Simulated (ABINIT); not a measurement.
## SiC (F-43m): G0W0 in ABINIT against the screening cutoff in the self-energy

Wanted: the cheapest screening cutoff in the self-energy that holds the gap of SiC (F-43m).

Program: ABINIT 10.8.3. Level of theory: PBE and many-body steps on it, plane waves. Results are calculated unless marked as measured.

This is a report of a sequence of runs, with most program output left out.

## (1) The structure

It takes space group F-43m (No. 216, cubic). The conventional cell has a = 4.358 Å, b = 4.358 Å, c = 4.358 Å, α = 90.00°, β = 90.00°, γ = 90.00°. Si has 4 C at 1.89 Å nearest. Nearest to C lie 4 Si at 1.89 Å. Farther neighbours are not listed.

The cell and positions come from the Crystallography Open Database and are kept as given unless a step says otherwise.

## (2) Screening, 6×6×6 mesh, 65 bands, screening to 217.7 eV

This step: ABINIT 10.8.3; RPA screening on PBE, plane waves, norm-conserving pseudopotentials.

The RPA dielectric matrix is built and inverted for each q.

run.abi reads:

```
acell 3*1.0 Angstrom
rprim 
  -0.000000000000 2.179000000000 2.179000000000
  2.179000000000 -0.000000000000 2.179000000000
  2.179000000000 2.179000000000 -0.000000000000
ntypat 2
znucl 14 6
natom 2
typat 1 2
xred 
  0.000000000000 0.000000000000 0.000000000000
  0.250000000000 0.250000000000 0.250000000000
pp_dirpath "pseudos"
pseudos "Si.upf, C.upf"
ecut 37
ngkpt 6 6 6
nshiftk 1
shiftk 0 0 0
kptopt 1
chksymbreak 0
istwfk *1
occopt 1
irdwfk 1
optdriver 3
nband 65
ecuteps 8
inclvkb 2
awtr 1
symchi 1
indata_prefix "in"
outdata_prefix "out"
tmpdata_prefix "tmp"
```

Started as:

```bash
$ OMP_NUM_THREADS=1 mpirun -n 4 abinit run.abi > log
```

Wall time 21 s (4 MPI ranks of Arm Neoverse V2, shared host); peak memory 0.58 GiB.

This step gave:

- ε∞ with local fields, on this mesh, along the program's q direction: 7.079
- the same without local fields: 7.743
- plasma frequency: 23.09 eV
- plane waves in the screening matrix: 169

Local fields lower ε∞ by 9 %.

## (3) 1.6 Ha

This step: G0W0 on PBE, plane waves, norm-conserving pseudopotentials.

Changes to run.abi since step 2:

```diff
@@ -23,8 +23,17 @@
 irdwfk 1
-optdriver 3
+optdriver 4
 nband 65
-ecuteps 8
-inclvkb 2
-awtr 1
-symchi 1
+gwcalctyp 0
+ecutsigx 37
+symsigma 1
+nkptgw 2
+kptgw 
+  0.0000000000 0.0000000000 0.0000000000
+  0.5000000000 0.5000000000 0.0000000000
+bdgw 
+  2 8
+  3 6
+ecuteps 1.6
+irdscr 1
+ppmodel 1
 indata_prefix "in"
```

Elapsed: 2 s, on 4 MPI ranks; peak memory 0.12 GiB; 7.7 s of CPU time.

Numbers from this step:

| Quantity | Value |
| --- | --- |
| G0W0 gap on the points computed | 1.759 eV |
| starting gap on the mesh | 1.361 eV |
| k of the valence top | 0, 0, 0 |
| k of the conduction bottom | 0.5, 0.5, 0 |
| Z at the valence top | 0.809 |
| Z at the conduction bottom | 0.826 |
| least direct G0W0 gap on the computed points | 5.366 eV |

## (4) 2.8 Ha

The self-energy is evaluated for the states that the input lists, and the levels follow from it, in one-shot runs by the linearised quasiparticle equation.

Changes to run.abi since step 3:

```diff
@@ -35,3 +35,3 @@
   3 6
-ecuteps 1.6
+ecuteps 2.8
 irdscr 1
```

Elapsed: 2.1 s, on 4 MPI ranks; peak memory 0.12 GiB; 8 s of CPU time.

Numbers from this step:

* G0W0 gap on the points computed: 1.808 eV
* starting gap on the mesh: 1.361 eV
* k of the valence top: 0, 0, 0
* k of the conduction bottom: 0.5, 0.5, 0
* Z at the valence top: 0.802
* Z at the conduction bottom: 0.823
* least direct G0W0 gap on the computed points: 5.406 eV

The gap on the mesh goes from 1.36 eV to 1.81 eV, a correction of +0.45 eV.

## (5) 4 Ha

Changes to run.abi since step 4:

```diff
@@ -35,3 +35,3 @@
   3 6
-ecuteps 2.8
+ecuteps 4
 irdscr 1
```

It took 2.9 s on 4 MPI ranks; peak memory 0.15 GiB; 11 s of CPU time.

This step gave:

| Property | Result |
| --- | --- |
| G0W0 gap on the points computed | 1.977 eV |
| starting gap on the mesh | 1.361 eV |
| k of the valence top | 0, 0, 0 |
| k of the conduction bottom | 0.5, 0.5, 0 |
| least direct G0W0 gap on the computed points | 5.525 eV |

Against the run before, the gap moves by +0.169 eV.

## (6) 6 Ha

Changes to run.abi since step 5:

```diff
@@ -35,3 +35,3 @@
   3 6
-ecuteps 4
+ecuteps 6
 irdscr 1
```

Elapsed: 4.2 s, on 4 MPI ranks; peak memory 0.59 GiB.

Numbers from this step:

```yaml
g0w0_gap_on_the_points_computed: 2.025 eV
starting_gap_on_the_mesh: 1.361 eV
k_of_the_valence_top: 0, 0, 0
k_of_the_conduction_bottom: 0.5, 0.5, 0
least_direct_g0w0_gap_on_the_computed_points: 5.557 eV
```

Against the run before, the gap moves by +0.048 eV.

## (7) 8 Ha

Changes to run.abi since step 6:

```diff
@@ -35,3 +35,3 @@
   3 6
-ecuteps 6
+ecuteps 8
 irdscr 1
```

The job ended after 6.5 s (4 MPI ranks; peak memory 0.63 GiB).

Numbers from this step:

```yaml
g0w0_gap_on_the_points_computed: 2.037 eV
starting_gap_on_the_mesh: 1.361 eV
k_of_the_valence_top: 0, 0, 0
k_of_the_conduction_bottom: 0.5, 0.5, 0
least_direct_g0w0_gap_on_the_computed_points: 5.563 eV
```

Against the run before, the gap moves by +0.012 eV.

## (8) The runs together

Times are wall times on 4 MPI ranks of Arm Neoverse V2, shared host, good to a factor of about two. A run's time includes the screening step that it read.

```csv
run,mesh,bands,screening cutoff (eV),DFT gap (eV),gap on the mesh (eV),direct (eV),ε∞ used,time
1.6 Ha,6×6×6,65,43.5,1.361,1.759,5.366,7.08,23 s
2.8 Ha,6×6×6,65,76.2,1.361,1.808,5.406,7.08,23 s
4 Ha,6×6×6,65,108.8,1.361,1.977,5.525,7.08,24 s
6 Ha,6×6×6,65,163.3,1.361,2.025,5.557,7.08,25 s
8 Ha,6×6×6,65,217.7,1.361,2.037,5.563,7.08,28 s
```

## (9) Outcome

```
1.6 Ha       : 1.759 eV
2.8 Ha       : 1.808 eV
4 Ha         : 1.977 eV
6 Ha         : 2.025 eV
8 Ha         : 2.037 eV
known limits : not at the basis limit
```

In words: The setting moved: screening cutoff in the self-energy. From 1.6 Ha to 8 Ha the gap moves by +0.28 eV. The last step still moves it by +0.012 eV. Bands and screening cutoff are coupled, so a series along one setting does not show full convergence. Bands and cutoff are finite, so the gap is not at the basis limit. The miss can reach some tenths of an eV and take either sign; the mesh is an error of its own. In the first G0W0 run levels were corrected at 2 k points alone, so a gap called «on the mesh» is the least over those, and an edge elsewhere would be missed.

[Paths, hosts, dates, memory and timing lines, banners, echoed tables and standing remarks are left out of the program output.]

[Logs are printed without paths, hosts, clocks, repeated set-up lines and the standing remarks that a program may print on its own settings, such as how far it seeks lower states.]

[Runs of the session that timed out or met a known fault of the program may be left out.]

[No measured gap is set beside runs whose start may be inverted or whose files or cutoffs have a known fault.]

[Hosts, paths, dates, database ids (printed as entryN), source tags and the programs' standing remarks are cut or masked in the printed files.]

[G0W0 gaps are taken among the corrected bands and points alone; a level outside them can change the order at an edge.]

[Where Ansatz stands beside ABINIT at settings called matched, ABINIT's density can come from a denser mesh and the files from another edition; pairs whose starting gaps differed by over 0.03 eV were left out, so agreement reads better than it is.]
